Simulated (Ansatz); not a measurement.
# What YBiS3 (model cell, started as cubic perovskite with Y in the octahedra) distorts into, part 2 of 3

Aim: this structure of YBiS3 (model cell, started as cubic perovskite with Y in the octahedra) is to be tested for unstable modes, and one is followed downhill.

Ansatz 0.2.0; DFT PBEsol, scalar-relativistic, plane waves, PAW; PAW set soft_1.

So far, highest frequency on the path or at a solved wavevector (cm⁻¹): step 2 (the dispersion) 434. Also lowest frequency on the path (cm⁻¹): step 2 -242.

The structure was built from a prototype and need not be the compound's stable phase.

### 4. The mode frozen in, largest atomic shift 0.6 Å

The atoms are moved along the unstable eigenvector, the largest shift by 0.6 Å, with the cell fixed.

File input.yaml:

```yaml
crystal:
  lattice:
    - [5.100470251, 5.100470251, 0.0]
    - [5.100470251, 0.0, 5.100470251]
    - [5.100470251, 0.0, -5.100470251]
  atoms:
    - { symbol: Bi, position: [0.0, 0.0, 0.0] }
    - { symbol: Bi, position: [0.0, 0.5, 0.5] }
    - { symbol: "Y", position: [0.5, 0.25, 0.75] }
    - { symbol: "Y", position: [0.5, 0.75, 0.25] }
    - { symbol: S, position: [0.5831813633, 0.0, 0.0] }
    - { symbol: S, position: [0.4168186367, 0.5, 0.5] }
    - { symbol: S, position: [0.0, 0.4168186367, 0.0] }
    - { symbol: S, position: [0.0, 0.0831813633, 0.5] }
    - { symbol: S, position: [0.5831813633, -0.0831813633, 0.5] }
    - { symbol: S, position: [0.4168186367, 0.5831813633, 0.0] }
kpoints:
  mp_grid: { grid: [8, 8, 8] }
hamiltonian:
  xc: pbesol
  pseudopotentials: { kind: paw, azcp: { folder: soft_1 }, xc_functional: pbe }
scf:
  occupations: { method: methfessel_paxton, width: 0.2 }
output:
  forces: true
  stress: true
  eigenvalues: true
```

Launch:

```sh
$ ansatz run input.yaml --threads 8 --pin off --max-ram 16384MiB --backend cpu --events-out ev --progress --plain --runs-dir out
```

Numbers of over 12 decimals in the logs are rounded to 6 here.

The log of the run:

```text
[...]
Crystal: 10 atoms, lattice volume = 265.375 Å³
Basis set: ecut = 420 eV, 5065 PW (Γ), exchange–correlation on 100×100×100 points (8 copies of the dense FFT grid, shifted against one another)
Bands: 54, of which v1, the nominal top of the filled ones, is band 44 counted from 1 (43 counted from 0)
Symmetry: 12 space group operations
[...]
k-points: 65 of 512
[...]
k-point 0: bands = [... 40 lower, 6.1182, 6.1182, 6.1580, 6.2918, 7.8601, 8.4094, 8.6565, 8.6565, ... 5 higher]
  k-point 1: bands = [... 40 lower, 6.0656, 6.1318, 6.1318, 6.2027, 7.6032, 8.1564, 8.6802, 8.6802, ... 5 higher]
  k-point 2: bands = [... 40 lower, 5.7754, 6.0719, 6.0719, 6.0760, 7.0620, 7.5901, 8.6781, 8.6781, ... 5 higher]
  k-point 64: bands = [... 40 lower, 5.3014, 5.6360, 5.7028, 6.0128, 7.0864, 7.4511, 8.1639, 8.2186, ... 5 higher]
[key lines of the parts left out:]
SCF converged after 9 iterations
Free energy (F): -37397.305727 eV
Fermi energy:    6.397790 eV
P = ⅓ Tr σ = -2.8169 GPa (-28.169 kbar)
```

Elapsed: 2.8 s, on 8 threads of AMD EPYC 9B45 (Zen 5), shared host; peak memory 1.4 GiB; 20 s of CPU time.

This step gave:

```
pressure                         : -2.817 GPa
gap on the k-mesh                : 0.2786 eV
energy from the undistorted cell : -374.3 meV/atom
```

The energy, extrapolated to zero smearing, is -374.33 meV/atom against the undistorted cell.

The run ends at a pressure of -2.82 GPa, with forces up to 1.3 eV/Å.

### 5. Energy along the mode, all amplitudes (two of the runs are shown above)

An imaginary frequency means negative curvature, so the energy should fall and then rise again as anharmonic terms take over.

This step gave:

```yaml
depth_at_the_lowest_point_sampled: 374.3 meV/atom
largest_atomic_shift_at_that_point: 0.6 Å
```

The energy from the parent by largest atomic shift:

| largest atomic shift (Å) | energy from the parent (meV/atom) |
| --- | --- |
| 0.000 | 0 |
| 0.040 | -2.98 |
| 0.080 | -11.6 |
| 0.140 | -33.4 |
| 0.220 | -76.7 |
| 0.320 | -147 |
| 0.450 | -253 |
| 0.600 | -374 |

Displacement at unit largest shift by atom:

| atom | x (Å) | y (Å) | z (Å) | size |
| --- | --- | --- | --- | --- |
| Bi1 | 0.000 | 0.000 | 0.000 | 0.000 |
| Bi2 | 0.000 | 0.000 | 0.000 | 0.000 |
| Y3 | 0.000 | 0.000 | 0.000 | 0.000 |
| Y4 | 0.000 | 0.000 | 0.000 | 0.000 |
| S5 | 0.707 | 0.707 | 0.000 | 1.000 |
| S6 | -0.707 | -0.707 | 0.000 | 1.000 |
| S7 | -0.707 | 0.000 | -0.707 | 1.000 |
| S8 | 0.707 | 0.000 | 0.707 | 1.000 |
| S9 | 0.000 | 0.707 | -0.707 | 1.000 |
| S10 | 0.000 | -0.707 | 0.707 | 1.000 |

The lowest of the steps tried is the last one, at 0.6 Å, 374 meV/atom below the parent; the bottom of the well need not coincide with a step.

### 6. Relaxation from the frozen mode

Starting from the lowest point found, all atoms and the cell are let go, so that strain and other modes of the same symmetry can join in.

Changes to input.yaml since step 4:

```diff
@@ -27 +27,6 @@
   eigenvalues: true
+relax:
+  adjacent_minimum: "off"
+  f_tol: 0.002
+  max_steps: 120
+  cell: { stress_tol: 0.03 }
```

The log of the run:

```text
[...]
Crystal: 10 atoms, lattice volume = 265.375 Å³
Basis set: ecut = 420 eV, 5065 PW (Γ), exchange–correlation on 100×100×100 points (8 copies of the dense FFT grid, shifted against one another)
Bands: 54, of which v1, the nominal top of the filled ones, is band 44 counted from 1 (43 counted from 0)
Symmetry: 12 space group operations
[...]
k-points: 65 of 512
[...]
SCF iter   1: F=—  HF=-37403.282133 eV  |F-HF|=—  |Δ(HF+E_count)|=         —  Δρ=4.32e-2  dr2=1.95e1  ethr=3.10e-3  ⟨swp⟩=6.0  Hψ=13067  notcnv=0
[...]
SCF iter   9: F=-37397.305727 eV  HF=-37397.305727 eV  |F-HF|=2.87e-8  |Δ(HF+E_count)|=   1.19e-8  S|Δr|=    0.00e0  Δρ=2.47e-6  dr2=4.42e-8  ethr=1.14e-10  ⟨swp⟩=14.4  Hψ=19053  notcnv=0
SCF 1 converged in 9 iterations: F = -37397.305727 eV  dr2 = 4.42e-8
[...]
relax step   1: F+E_penalty+E_count = -37397.30572660 eV  Δ(F+E_penalty+E_count) = +0.000e0 eV  max|allowed force component| = 8.927e-1 eV/Å  Δτ_max = 0.0000 Å  P = -2.817 GPa  Ω = 265.375 Å³  (9 SCF iters, dr2 threshold 1.00e-7 eV, accepted)
Crystal: 10 atoms, lattice volume = 254.884 Å³
Basis set: ecut = 420 eV, 4999 PW (Γ), exchange–correlation on 100×100×100 points (8 copies of the dense FFT grid, shifted against one another)
[...]
SCF iter   6: F=-37398.595419 eV  HF=-37398.595419 eV  |F-HF|=3.09e-9  |Δ(HF+E_count)|=   1.81e-6  S|Δr|=    0.00e0  Δρ=1.34e-5  dr2=5.47e-7  ethr=1.14e-9  ⟨swp⟩=8.7  Hψ=16130  notcnv=0
SCF 2 converged in 6 iterations: F = -37398.595419 eV  dr2 = 5.47e-7
relax step   2: F+E_penalty+E_count = -37398.59541879 eV  Δ(F+E_penalty+E_count) = -1.290e0 eV  max|allowed force component| = 4.306e-1 eV/Å  Δτ_max = 0.1950 Å  P = -0.616 GPa  Ω = 254.884 Å³  energy of the carried Pulay correction = +7.831e-4 eV  (6 SCF iters, dr2 threshold 1.00e-6 eV, accepted)
Crystal: 10 atoms, lattice volume = 254.723 Å³
Basis set: ecut = 420 eV, 4963 PW (Γ), exchange–correlation on 100×100×100 points (8 copies of the dense FFT grid, shifted against one another)
[...]
SCF iter   7: F=-37398.636076 eV  HF=-37398.636076 eV  |F-HF|=3.96e-8  |Δ(HF+E_count)|=   3.66e-7  S|Δr|=    0.00e0  Δρ=7.05e-6  dr2=1.54e-7  ethr=1.14e-9  ⟨swp⟩=9.4  Hψ=15354  notcnv=0
SCF 3 converged in 7 iterations: F = -37398.636076 eV  dr2 = 1.54e-7
[...]
relax step   3: F+E_penalty+E_count = -37398.63607584 eV  Δ(F+E_penalty+E_count) = -4.066e-2 eV  max|allowed force component| = 5.059e-1 eV/Å  Δτ_max = 0.1948 Å  P = +0.018 GPa  Ω = 254.723 Å³  energy of the carried Pulay correction = +7.954e-4 eV  (7 SCF iters, dr2 threshold 1.00e-6 eV, accepted)
[...]
relax step   4: F+E_penalty+E_count = -37398.82583800 eV  Δ(F+E_penalty+E_count) = -1.898e-1 eV  max|allowed force component| = 6.211e-3 eV/Å  Δτ_max = 0.0839 Å  P = +0.142 GPa  Ω = 249.462 Å³  energy of the carried Pulay correction = +1.200e-3 eV  (6 SCF iters, dr2 threshold 1.00e-6 eV, accepted)
[...]
relax step   5: F+E_penalty+E_count = -37398.82590489 eV  Δ(F+E_penalty+E_count) = -6.688e-5 eV  max|allowed force component| = 8.232e-3 eV/Å  Δτ_max = 0.0012 Å  P = +0.095 GPa  Ω = 249.846 Å³  energy of the carried Pulay correction = +1.171e-3 eV  (5 SCF iters, dr2 threshold 5.03e-8 eV, accepted)
[...]
relax step   6: F+E_penalty+E_count = -37398.82607827 eV  Δ(F+E_penalty+E_count) = -1.734e-4 eV  max|allowed force component| = 5.116e-4 eV/Å  Δτ_max = 0.0025 Å  P = -0.036 GPa  Ω = 250.206 Å³  energy of the carried Pulay correction = +1.143e-3 eV  (5 SCF iters, dr2 threshold 3.50e-8 eV, accepted)
[...]
relax step   7: F+E_penalty+E_count = -37398.82610223 eV  Δ(F+E_penalty+E_count) = -2.396e-5 eV  max|allowed force component| = 5.093e-4 eV/Å  Δτ_max = 0.0002 Å  P = -0.000 GPa  Ω = 250.107 Å³  energy of the carried Pulay correction = +1.150e-3 eV  (4 SCF iters, dr2 threshold 5.23e-9 eV, accepted)
Basis set: ecut = 420 eV, 4885 PW (Γ), exchange–correlation on 100×100×96 points (8 copies of the dense FFT grid, shifted against one another)
[...]
SCF iter   5: F=-37398.825073 eV  HF=-37398.825073 eV  |F-HF|=7.28e-12  |Δ(HF+E_count)|=  5.09e-11  S|Δr|=    0.00e0  Δρ=8.60e-8  dr2=1.99e-11  ethr=1.00e-12  ⟨swp⟩=7.9  Hψ=15253  notcnv=0
SCF 8 converged in 5 iterations: F = -37398.825073 eV  dr2 = 1.99e-11
relax step   8: F+E_penalty+E_count = -37398.82507341 eV  Δ(F+E_penalty+E_count) = +1.029e-3 eV  max|allowed force component| = 4.990e-4 eV/Å  Δτ_max = 0.0000 Å  P = -0.001 GPa  Ω = 250.107 Å³  stress off target by 2.17e-3 GPa  SCF on the basis re-selected at this cell (its energy is not comparable with the rows above)  (5 SCF iters)
basis re-selected at this cell: Δ(F+E_penalty+E_count) = +1.029e-3 eV, ΔP = -0.001 GPa vs the last step (what re-selecting the basis moved, of the pressure what is left beyond the Pulay correction that the steps carried, after the strain that the cell walked since its last selection, with what the two solves' SCF thresholds leave and, on support functions, any second-order correction that the steps lacked; it is no measure of the basis error at this ecutwfc). The dense FFT grid was sized anew with the basis: this SCF ran on 50×50×48 points, the steps before it on 50×50×50, so part of this shift can come from that change (see relax.cell in the input reference). [rest of the remark cut]
SCF converged after 5 iterations
[...]
Free energy (F): -37398.825073 eV
[...]
Internal energy: -37398.831983 eV  (E = F + TS)
E sigma→0 (E₀):  -37398.826801 eV
Entropy (-TS):   0.006909 eV (0.691 meV/atom)
Fermi energy:    7.447661 eV
[...]
--- Forces (eV/Å), atoms counted from 1 ---
  atom   1  Bi     0.00000000    -0.00000000     0.00000000
  atom   2  Bi    -0.00000000     0.00000000    -0.00000000
  atom   3  Y      0.00000000    -0.00000000     0.00000000
  atom   4  Y      0.00000000     0.00000000    -0.00000000
  atom   5  S      0.00049898     0.00049898    -0.00000000
  atom   6  S     -0.00049898    -0.00049898     0.00000000
  atom   7  S     -0.00049898    -0.00000000    -0.00049898
  atom   8  S      0.00049898     0.00000000     0.00049898
  atom   9  S      0.00000000     0.00049898    -0.00049898
  atom  10  S     -0.00000000    -0.00049898     0.00049898
  max |Σ_I F_I| component: 1.28e-17 eV/Å
--- Stress (GPa, compression-positive) ---
       -0.001284       0.000441       0.000441
        0.000441      -0.001284      -0.000441
        0.000441      -0.000441      -0.001284
  P = ⅓ Tr σ = -0.0013 GPa (-0.013 kbar)
--- Band table (eV; the first three rows and the last of 65) ---
  k-point 0: bands = [... 40 lower, 6.6211, 6.7483, 6.7640, 7.3427, 8.4439, 9.8406, 9.8854, 9.8854, ... 6 higher]
  k-point 1: bands = [... 40 lower, 6.6499, 6.6836, 6.7769, 7.2086, 8.2239, 9.5230, 9.9469, 9.9469, ... 6 higher]
  k-point 2: bands = [... 40 lower, 6.6317, 6.6317, 6.8036, 6.9697, 7.8251, 8.8299, 10.0225, 10.0225, ... 6 higher]
  k-point 64: bands = [... 40 lower, 6.2408, 6.3418, 6.4219, 6.9093, 8.0115, 8.4886, 9.6282, 9.8202, ... 6 higher]
--- Relaxed structure (7 steps of the walk, 7 accepted, 1 SCFs on fresh bases) ---
  F+E_penalty+E_count = -37398.82507341 eV   max|allowed force component| = 4.990e-4 eV/Å   (the final SCF, on the basis selected at the relaxed cell)
  cell:  # Å, volume = 250.1074 Å³
    - [5.099833, 5.099833, 2.7755575615628914e-17]
    - [5.099833, 2.7755575615628914e-17, 5.099833]
    - [4.905427, 0.194406, -4.905427]
  atoms:
    - { symbol: Bi, position: [0, -5.377997246137328e-19, 0] }
    - { symbol: Bi, position: [-2.168404344971009e-18, 0.500000, 0.500000] }
    - { symbol: Y, position: [0.500000, 0.25, 0.750000] }
    - { symbol: Y, position: [0.500000, 0.750000, 0.250000] }
    - { symbol: S, position: [0.625729, -4.396881361325215e-19, 4.759765993312204e-19] }
    - { symbol: S, position: [0.374271, 0.5, 0.500000] }
    - { symbol: S, position: [8.673617379884035e-19, 0.374271, 0.0] }
    - { symbol: S, position: [-3.469446951953614e-18, 0.125729, 0.500000] }
    - { symbol: S, position: [0.625729, -0.125729, 0.5] }
    - { symbol: S, position: [0.374271, 0.625729, 5.551115123125783e-17] }
```

The job ended after 20 s (8 threads; peak memory 1.5 GiB).

Step by step:

| step | energy less that of the first step (eV) | largest force component (eV/Å) | pressure (GPa) | volume (Å³) |
| --- | --- | --- | --- | --- |
| 1 | 0.0000 | 0.8927 | -2.82 | 265.38 |
| 2 | -1.2897 | 0.4306 | -0.62 | 254.88 |
| 3 | -1.3303 | 0.5059 | 0.02 | 254.72 |
| 4 | -1.5201 | 0.0062 | 0.14 | 249.46 |
| 5 | -1.5202 | 0.0082 | 0.09 | 249.85 |
| 6 | -1.5204 | 0.0005 | -0.04 | 250.21 |
| 7 | -1.5204 | 0.0005 | 0.00 | 250.11 |
| 8* | -1.5193 | 0.0005 | 0.00 | 250.11 |

Relaxation steps marked * repeat the geometry before them on a plane-wave basis chosen anew for their cell, so energy and pressure can jump there.

The run keeps the 12 symmetry operations that it works with, so distortions that break them were not tested.

| conventional cell, symmetrised | before | after | change |
| --- | --- | --- | --- |
| a (Å) | 7.213 | 7.212 | -0.0 % |
| b (Å) | 7.213 | 7.212 | -0.0 % |
| c (Å) | 17.669 | 16.656 | -5.7 % |
| volume (Å³/atom) | 26.54 | 25.01 | -5.8 % |

The atoms that moved most (Å, as changes of fractional coordinates times the final cell):

| atom | dx | dy | dz | length |
| --- | --- | --- | --- | --- |
| S9 | 0.000 | 0.217 | -0.217 | 0.307 |
| S5 | 0.217 | 0.217 | 0.000 | 0.307 |
| S8 | 0.217 | 0.000 | 0.217 | 0.307 |
| S10 | 0.000 | -0.217 | 0.217 | 0.307 |
| S7 | -0.217 | 0.000 | -0.217 | 0.307 |
| S6 | -0.217 | -0.217 | 0.000 | 0.307 |

This step gave:

- pressure: -0.001284 GPa
- volume per atom: 25.01 Å³
- gap on the k-mesh: 0.2906 eV

The distorted start has space group R-3c; the relaxation ends in R-3c.

### 7. The new phase in its own primitive cell

The relaxed structure is symmetrised, reduced to its primitive cell and relaxed tightly, as its phonons need.

File input.yaml:

```yaml
crystal:
  lattice:
    - [3.6061262649, 2.0819979698, 5.5520590504]
    - [-3.6061262649, 2.0819979698, 5.5520590504]
    - [0.0, -4.1639959396, 5.5520590504]
  atoms:
    - { symbol: Bi, position: [0.75, 0.75, 0.75] }
    - { symbol: Bi, position: [0.25, 0.25, 0.25] }
    - { symbol: "Y", position: [0.5, 0.5, 0.5] }
    - { symbol: "Y", position: [0.0, 0.0, 0.0] }
    - { symbol: S, position: [0.3757286618, 0.75, 0.1242713382] }
    - { symbol: S, position: [0.6242713382, 0.25, 0.8757286618] }
    - { symbol: S, position: [0.1242713382, 0.3757286618, 0.75] }
    - { symbol: S, position: [0.8757286618, 0.6242713382, 0.25] }
    - { symbol: S, position: [0.25, 0.8757286618, 0.6242713382] }
    - { symbol: S, position: [0.75, 0.1242713382, 0.3757286618] }
kpoints:
  mp_grid: { grid: [6, 6, 6] }
hamiltonian:
  xc: pbesol
  pseudopotentials: { kind: paw, azcp: { folder: soft_1 }, xc_functional: pbe }
scf:
  occupations: { method: fixed }
output:
  forces: true
  stress: true
  eigenvalues: true
relax:
  adjacent_minimum: "off"
  f_tol: 0.001
  max_steps: 60
  cell: { stress_tol: 0.01 }
```

The log of the run:

```text
[...]
Crystal: 10 atoms, lattice volume = 250.107 Å³
Basis set: ecut = 420 eV, 4885 PW (Γ), exchange–correlation on 96×96×96 points (8 copies of the dense FFT grid, shifted against one another)
Bands: 54, of which v1, the nominal top of the filled ones, is band 44 counted from 1 (43 counted from 0)
Symmetry: 12 space group operations
[...]
k-points: 32 of 216
[...]
- { symbol: Y, position: [0.500000, 0.500000, 0.500000] }
    - { symbol: Y, position: [0.0, 0.0, 0.0] }
    - { symbol: S, position: [0.3757286618, 0.75, 0.124271] }
    - { symbol: S, position: [0.624271, 0.250000, 0.875729] }
    - { symbol: S, position: [0.124271, 0.375729, 0.750000] }
    - { symbol: S, position: [0.875729, 0.6242713382, 0.250000] }
    - { symbol: S, position: [0.250000, 0.875729, 0.624271] }
    - { symbol: S, position: [0.75, 0.124271, 0.375729] }
[key lines of the parts left out:]
SCF converged after 6 iterations
Free energy (F): -37398.826375 eV
Fermi energy:    7.341715 eV
P = ⅓ Tr σ = -0.0008 GPa (-0.008 kbar)
```

It took 2.9 s on 8 threads; peak memory 1.2 GiB.

Little changed from the start: no atom moved by 0.005 Å and no cell edge by 0.1 %.

Numbers from this step:

- pressure: -8.13e-4 GPa
- gap on the k-mesh: 0.2929 eV
- direct gap on mesh: 0.7082 eV

The largest force component left is 0.96 meV/Å and the pressure is -0.001 GPa, within the tolerances set. The cell now holds 25.01 Å³/atom.

(Part 2 of 3 ends here.)

[Logs are printed without paths, hosts, clocks, repeated set-up lines and the standing remarks that a program may print on its own settings, such as how far it seeks lower states.]

[Hosts, paths, dates, database ids (printed as entryN), source tags and the programs' standing remarks are cut or masked in the printed files.]
